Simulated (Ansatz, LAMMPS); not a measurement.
# Site preference of P in place of Ge in amorphous Ge (72 atoms): runs compared

At which site of amorphous Ge (72 atoms) does P in place of Ge cost least, and what about the site decides it?

Computed with Ansatz 0.2.0: Kohn-Sham DFT, PBE, PAW (set soft_2), plane waves.

## Step 1: The cell as built

The cell holds 72 atoms: 72 Ge. Cell: a = 11.980 Å, b = 11.980 Å, c = 11.980 Å, α = 90.0°, β = 90.0°, γ = 90.0°. 72 atoms (72 Ge) placed at random at 5.05 g/cm³, melted at 3500 K for 10 ps at fixed volume with the Tersoff potential (Tersoff, Phys. Rev. B 39, 5566 (1989)). Quenched from 3500 K to 300 K at 20 K/ps and fixed volume, annealed at 800 K for 20 ps, held 5 ps, then minimised at fixed cell.

Limits known from the start: The quench rate of 20 K/ps is orders of magnitude faster than experiment, which tends to freeze in extra defects. The network of bonds at the start is that of the classical potential that made the cell, and needn't be the one that DFT or experiment would give. Only the Γ point is sampled, in a cell whose shortest periodic width is 12 Å.

## Step 2: The reference run

The reference is a single point at the end of the relaxation.

Every defect cell starts from the geometry of this run and is relaxed in the fixed cell.

Its input, with most atom lines left out:

```yaml
crystal:
  lattice:
    - [11.9803, 0.0, 0.0]
    - [0.0, 11.9803, 0.0]
    - [0.0, 0.0, 11.9803]
  atoms:
    - { symbol: Ge, position: [0.26192, 0.99282, 0.76495] }
    - { symbol: Ge, position: [0.37674, 0.57999, 0.3903] }
    - { symbol: Ge, position: [0.77582, 0.82576, 0.78435] }
    - { symbol: Ge, position: [0.37477, 0.32804, 0.85695] }
    - { symbol: Ge, position: [0.13398, 0.06089, 0.5089] }
    - { symbol: Ge, position: [0.21284, 0.61799, 0.64254] }
    - { symbol: Ge, position: [0.95574, 0.91474, 0.17532] }
    [... atom lines 8 to 72 left out ...]
kpoints:
  mp_grid: { grid: [1, 1, 1] }
hamiltonian:
  xc: pbe
scf:
  occupations: { method: fermi_dirac, width: 0.025 }
output:
  forces: true
  stress: true
  populations: true
  dos:
    method: { smearing: { sigma: 0.08 } }
    de: 0.1
    projected: { site_lists: { Ge: [Ge] } }
  eigenvalues: true
  write_density: true
  write_potential: true
  volumetric_format: npy
```

* free energy per atom: -4294.7716 eV/atom
* r.m.s. force component: 0.00994 eV/Å
* pressure: 0.6768 GPa

Filled and empty levels are parted by 0.227 eV (at Γ alone); a semilocal functional tends to put such gaps too low. In a disordered cell it changes from sample to sample, and tail or defect levels can set it.

## Step 3: The runs

Each row is one run, on 4 threads of Arm Neoverse V1, shared host. The free energy is the program's total, comparable only between runs with the same functional, potentials and atoms.

| run | atoms | outcome | ionic steps, all passes | free energy (eV) | time | host memory (GiB) |
| --- | --- | --- | --- | --- | --- | --- |
| Single point at the start | 72 | converged | - | -309220.846 | 38 s | 2.6 |
| Relaxation | 72 | converged | 29 | -309223.558 | 13 min | 2.6 |
| Single point at the relaxed geometry | 72 | converged | - | -309223.558 | 67 s | 2.7 |
| P on a site of Ge, site Ge4 | 72 | converged | 9 | -305684.765 | 13 min | 4.8 |
| P on a site of Ge, site Ge26 | 72 | converged | 5 | -305684.042 | 7.1 min | 4.8 |
| P on a site of Ge, site Ge71 | 72 | converged | 6 | -305684.533 | 9.1 min | 4.8 |
| P on a site of Ge, site Ge50 | 72 | converged | 6 | -305684.776 | 8.9 min | 4.8 |
| P on a site of Ge, site Ge64 | 72 | converged | 4 | -305684.404 | 7.1 min | 4.8 |
| P on a site of Ge, site Ge48 | 72 | converged | 6 | -305684.593 | 9.2 min | 4.8 |
| P on a site of Ge, site Ge51 | 72 | converged | 3 | -305684.241 | 4.9 min | 4.8 |
| P on a site of Ge, site Ge46 | 72 | converged | 4 | -305684.600 | 6.5 min | 4.8 |
| P on a site of Ge, site Ge31 | 72 | converged | 7 | -305684.477 | 11 min | 4.8 |

In some runs the program notes that starting moments were not kept.

Local excerpt of 10 atoms (numbers count through the whole input) about site Ge50, the cheapest one, after relaxation; x, y, z are measured from there.

| atom | x | y | z | distance (Å) | bonds |
| --- | --- | --- | --- | --- | --- |
| P50 | 0.12 | -0.03 | 0.07 | 0.14 | 4 |
| Ge7 | -1.79 | 1.44 | 0.06 | 2.29 | 4 |
| Ge18 | 1.49 | -1.16 | -1.53 | 2.43 | 4 |
| Ge25 | 1.92 | 1.43 | 0.68 | 2.49 | 4 |
| Ge71 | -0.25 | -1.73 | 1.78 | 2.49 | 4 |
| Ge66 | -3.15 | -1.21 | -0.80 | 3.46 | 3 |
| Ge37 | -2.54 | 0.97 | 2.50 | 3.70 | 4 |
| Ge34 | 0.60 | -3.70 | 0.44 | 3.77 | 4 |
| Ge21 | -0.59 | 3.71 | -0.37 | 3.77 | 6 |
| Ge16 | 1.59 | 1.57 | 3.09 | 3.81 | 4 |

The column of bonds counts only the pairs Ge-Ge within 3.02 Å, Ge-P within 2.83 Å; other neighbours, such as metal atoms beside each other in a compound, aren't counted, and periodic images can show an atom twice.

## Step 4: The sites compared

All these cells hold the same atoms, so their energies can be compared with no chemical potential.

| site | neighbours | mean distance (Å) | atoms within 6 Å | energy over the best site (eV) | before relaxation (eV) | gain on relaxing (eV) |
| --- | --- | --- | --- | --- | --- | --- |
| Ge50 | Ge4 | 2.48 | 37 | 0.00 | 0.00 | 0.22 |
| Ge4 | Ge3 | 2.60 | 38 | 0.01 | 0.37 | 0.58 |
| Ge46 | Ge4 | 2.52 | 34 | 0.18 | 0.12 | 0.16 |
| Ge48 | Ge4 | 2.49 | 38 | 0.18 | 0.11 | 0.14 |
| Ge71 | Ge4 | 2.51 | 34 | 0.24 | 0.22 | 0.20 |
| Ge31 | Ge4 | 2.49 | 36 | 0.30 | 0.24 | 0.16 |
| Ge64 | Ge4 | 2.56 | 35 | 0.37 | 0.33 | 0.17 |
| Ge51 | Ge5 | 2.66 | 28 | 0.54 | 0.43 | 0.11 |
| Ge26 | Ge6 | 2.78 | 37 | 0.73 | 0.79 | 0.28 |

Neighbours are those of the relaxed host within 3.02 Å (Ge-Ge); other pairs aren't counted.

## Step 5: Outcome

The cheapest site is Ge50 (4 neighbours, Ge4); the dearest, Ge26 (6 neighbours, Ge6), costs 0.73 eV more. Ge4 lies within 0.02 eV of the cheapest, a tie at this tolerance. By coordination the energies over the best site are 0.01 eV with 3 neighbours, 0.00 to 0.37 eV with 4 neighbours, 0.54 eV with 5 neighbours and 0.73 eV with 6 neighbours. Relaxation gains 0.11 to 0.58 eV and leaves the best site the same.

**Limits.** Defects are neutral and interact with their images. The reference ran with fermi-dirac smearing of 0.025 eV, but 9 of the 9 defect cells with fermi-dirac smearing of 0.025 eV, spin polarised. In a disordered cell the relaxation can also rearrange atoms far from the site. In the spin-polarised runs the search for a state of lower energy was switched off. Only 9 of the 72 Ge sites were tried; unless symmetry makes the others alike to these, a cheaper one may exist.

The DFT runs together took 1.5 h of wall time.

[Logs are printed without paths, hosts, clocks, repeated set-up lines and the standing remarks that a program may print on its own settings, such as how far it seeks lower states.]

[Hosts, paths, dates, database ids (printed as entryN), source tags and the programs' standing remarks are cut or masked in the printed files.]
